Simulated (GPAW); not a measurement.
## Local fields, kernels and plasmons in LiH (honeycomb monolayer)

What do local fields and a kernel do to the response of LiH (honeycomb monolayer)?

Program: GPAW 26.7.0. Level of theory: LDA and many-body steps on it, plane waves. Values are calculated unless marked as measured.

This is a report of a sequence of runs, with the program logs left out and the cost of each run kept.

**1. Starting point**

The cell holds 2 atoms: 1 Li and 1 H. Its edges and angles: a = 3.058 Å, b = 3.058 Å, c = 11.400 Å, α = 90.0°, β = 90.0°, γ = 120.0°. Vacuum lies along c.

Structure file:

```xyz
2
Lattice="3.0580 0.0000 0.0000 -1.5290 2.6483 0.0000 0.0000 0.0000 11.4000" Properties=species:S:1:pos:R:3
Li    0.0000    1.7655    5.7042
H     1.5290    0.8828    5.6958
```

The structure was relaxed with LDA. The runs that relaxed it are not among those shown.

**2. Empty states on the mesh, 24×24×1 mesh, 122 bands**

This step: GPAW 26.7.0; DFT, LDA, plane waves, PAW.

The sums over transitions need many empty states on a uniform mesh; this step solves for them.

run.py reads:

```python
import json
import numpy as np
from gpaw.mpi import world
from gpaw import GPAW

calc = GPAW('gs.gpw').fixed_density(kpts={'size': (24, 24, 1), 'gamma': True},
    nbands=142,
    convergence={'bands': 122},
    txt='nscf.txt')
calc.write('full.gpw', mode='all')
res = {}
kpts = calc.get_ibz_k_points()
res['kpts'] = kpts
res['eigenvalues'] = [calc.get_eigenvalues(kpt=k) for k in range(len(kpts))]
res['n_electrons'] = calc.get_number_of_electrons()

if world.rank == 0:
    with open('result.json', 'w') as f:
        json.dump(res, f, default=lambda x: x.tolist())
```

Run with:

```bash
> mpirun -n 4 gpaw python run.py
```

Elapsed: 4 min, on 4 MPI ranks of Arm Neoverse V1, shared host; peak memory 1.2 GiB; 16 min of CPU time.

Read from the output:

| Quantity | Value |
| --- | --- |
| gap | 3.288 eV |
| k of the valence top | 0.3333, 0.3333, 0 |
| k of the conduction bottom | 0, 0, 0 |
| least direct gap | 5.267 eV |
| k points computed | 61 |
| lowest point of the top converged band, above the valence top | 67.3518 eV |

On this mesh the gap is 3.288 eV.

**3. RPA response**

The response function is computed on a frequency grid, with local fields up to the given cutoff.

This step: linear response, RPA, on LDA, plane waves, PAW.

run.py reads:

```python
import json
import numpy as np
from gpaw.mpi import world
from gpaw.response.df import DielectricFunction

df = DielectricFunction('full.gpw',
    ecut=50,
    nbands=122,
    eta=0.2,
    frequencies={'type': 'nonlinear', 'domega0': 0.05, 'omega2': 10.0},
    intraband=False,
    truncation='2D',
    txt='df.txt')
res = {'optical': {}, 'eels': []}
for d in 'x':
    y0, y = df.get_polarizability(direction=d, xc='RPA', filename=None)
    res['optical'][d] = [y0.real, y0.imag, y.real, y.imag]
res['w'] = df.get_frequencies()
for q_c in [[0.0416666667, 0, 0], [0.25, 0, 0], [0.5, 0, 0], [0.75, 0, 0], [1.25, 0, 0]]:
    res['eels'].append(df.get_eels_spectrum(q_c=q_c, xc='RPA', filename=None))

if world.rank == 0:
    with open('result.json', 'w') as f:
        json.dump(res, f, default=lambda x: x.tolist())
```

Run with:

```bash
> mpirun -n 4 gpaw python run.py
```

Wall time 65 s (4 MPI ranks); peak memory 1.2 GiB.

This step gave:

```yaml
static_polarisability_of_the_sheet_a: 0.3488
the_same_without_local_fields: 0.4132
```

The static value is 0.35.

The Im polarisability of the sheet has structure finer than the step of the table below, so its rows give means over 2 eV. Peaks (eV: height): xx, no local fields 6.4: 1.84, 9.2: 0.480; xx, local fields 6.4: 1.46, 9.4: 0.440.

RPA, broadening 0.2 eV. The Im polarisability of the sheet by photon energy; means over each step:

| photon energy (eV) | xx, no local fields (Å) | xx, local fields (Å) |
| --- | --- | --- |
| 2 | 0.00958 | 0.00726 |
| 4 | 0.0571 | 0.0391 |
| 6 | 1.18 | 0.883 |
| 8 | 0.409 | 0.431 |
| 10 | 0.267 | 0.243 |
| 12 | 0.186 | 0.162 |
| 14 | 0.106 | 0.149 |
| 16 | 0.0611 | 0.0806 |
| 18 | 0.0362 | 0.0520 |
| 20 | 0.0132 | 0.0229 |
| 22 | 0.0124 | 0.0166 |
| 24 | 0.00998 | 0.0145 |
| 26 | 0.00623 | 0.00965 |
| 28 | 0.00559 | 0.00898 |
| 30 | 0.00377 | 0.00547 |
| 32 | 0.00324 | 0.00488 |
| 34 | 0.00226 | 0.00337 |
| 36 | 0.00219 | 0.00342 |
| 38 | 0.00178 | 0.00288 |

**4. RPA response, fewer bands (24×24×1 mesh, 6 bands, screening to 50 eV, broadening 0.2 eV)**

Edit run.py of step 3 so:

```diff
@@ -7,3 +7,3 @@
     ecut=50,
-    nbands=122,
+    nbands=6,
     eta=0.2,
@@ -18,3 +18,3 @@
 res['w'] = df.get_frequencies()
-for q_c in [[0.0416666667, 0, 0], [0.25, 0, 0], [0.5, 0, 0], [0.75, 0, 0], [1.25, 0, 0]]:
+for q_c in []:
     res['eels'].append(df.get_eels_spectrum(q_c=q_c, xc='RPA', filename=None))
```

Run with:

```bash
> mpirun -n 4 gpaw python run.py
```

Run time: 3.2 s. Hardware: 4 MPI ranks; peak memory 0.51 GiB.

Numbers from this step:

- static polarisability of the sheet (Å): 0.3363
- the same without local fields: 0.3831

**5. RPA response, scissors (24×24×1 mesh, 122 bands, screening to 50 eV, broadening 0.2 eV)**

Edit run.py of step 4 so:

```diff
@@ -7,3 +7,3 @@
     ecut=50,
-    nbands=6,
+    nbands=122,
     eta=0.2,
@@ -12,2 +12,3 @@
     truncation='2D',
+    eshift=0.5,
     txt='df.txt')
```

Run with:

```bash
> mpirun -n 4 gpaw python run.py
```

It took 7.4 s on 4 MPI ranks; peak memory 1.1 GiB.

This step gave:

```
static polarisability of the sheet (Å) : 0.3278
the same without local fields          : 0.3857
```

The static value is 0.33.

**6. RPA response, no empty band (24×24×1 mesh, 1 bands, screening to 30 eV, broadening 0.2 eV)**

Edit run.py of step 5 so:

```diff
@@ -6,4 +6,4 @@
 df = DielectricFunction('full.gpw',
-    ecut=50,
-    nbands=122,
+    ecut=30,
+    nbands=1,
     eta=0.2,
@@ -12,3 +12,2 @@
     truncation='2D',
-    eshift=0.5,
     txt='df.txt')
```

Run with:

```bash
> mpirun -n 4 gpaw python run.py
```

Wall time 2.8 s (4 MPI ranks); peak memory 0.51 GiB.

Read from the output:

| Item | Value |
| --- | --- |
| static polarisability of the sheet (Å) | 0 |
| the same without local fields | 0 |

The run ended normally, though the input holds a fault or crude settings.

The fault put into this input: no empty band.

**7. The runs together**

Times are wall times on 4 MPI ranks of Arm Neoverse V1, shared host, good to a factor of about two.

| run | static polarisability (Å) | without local fields | loss peak (eV) | time |
| --- | --- | --- | --- | --- |
| RPA response | 0.35 | 0.41 | - | 65 s |
| RPA response, fewer bands (24×24×1 mesh, 6 bands, screening to 50 eV, broadening 0.2 eV) | 0.34 | 0.38 | - | 3.2 s |
| RPA response, scissors (24×24×1 mesh, 122 bands, screening to 50 eV, broadening 0.2 eV) | 0.33 | 0.39 | - | 7.4 s |

**8. Results**

| Quantity | Value |
| --- | --- |
| RPA response | static polarisability (Å) 0.35 |
| RPA response, fewer bands (24×24×1 mesh, 6 bands, screening to 50 eV, broadening 0.2 eV) | static polarisability (Å) 0.34 |
| RPA response, scissors (24×24×1 mesh, 122 bands, screening to 50 eV, broadening 0.2 eV) | static polarisability (Å) 0.33 |

What this shows: In the optical limit the electronic static polarisability (Å) is 0.35, against 0.41 without local fields. RPA response, fewer bands (24×24×1 mesh, 6 bands, screening to 50 eV, broadening 0.2 eV): static polarisability (Å) = 0.34. RPA response, scissors (24×24×1 mesh, 122 bands, screening to 50 eV, broadening 0.2 eV): static polarisability (Å) = 0.33. ε(0) converges slowly with a Γ-centred mesh, and this one is not shown settled. Unless a shift is named, the levels are those of the density functional, and only a kernel with a long-range part can bind an exciton.

[Long decimals in the printed logs are rounded to 6 places.]

[Logs are printed without paths, hosts, clocks, repeated set-up lines and the standing remarks that a program may print on its own settings, such as how far it seeks lower states.]

[Paths, hosts, dates, memory and timing lines, banners, echoed tables and standing remarks are left out of the program output; an Ansatz launch command may be rebuilt from the run's recorded settings. Measured values are a selection of at most five: reports struck by readers or far from the other reports are left out. None is set beside runs whose start may be inverted or whose files or cutoffs have a known fault.]

[Runs of the session that timed out or met a known fault of the program may be left out.]

[Hosts, paths, dates, database ids (printed as entryN), source tags and the programs' standing remarks are cut or masked in the printed files.]

[Where the starting crystal was built by hand or by swapping elements, it need not be the compound's stable phase.]
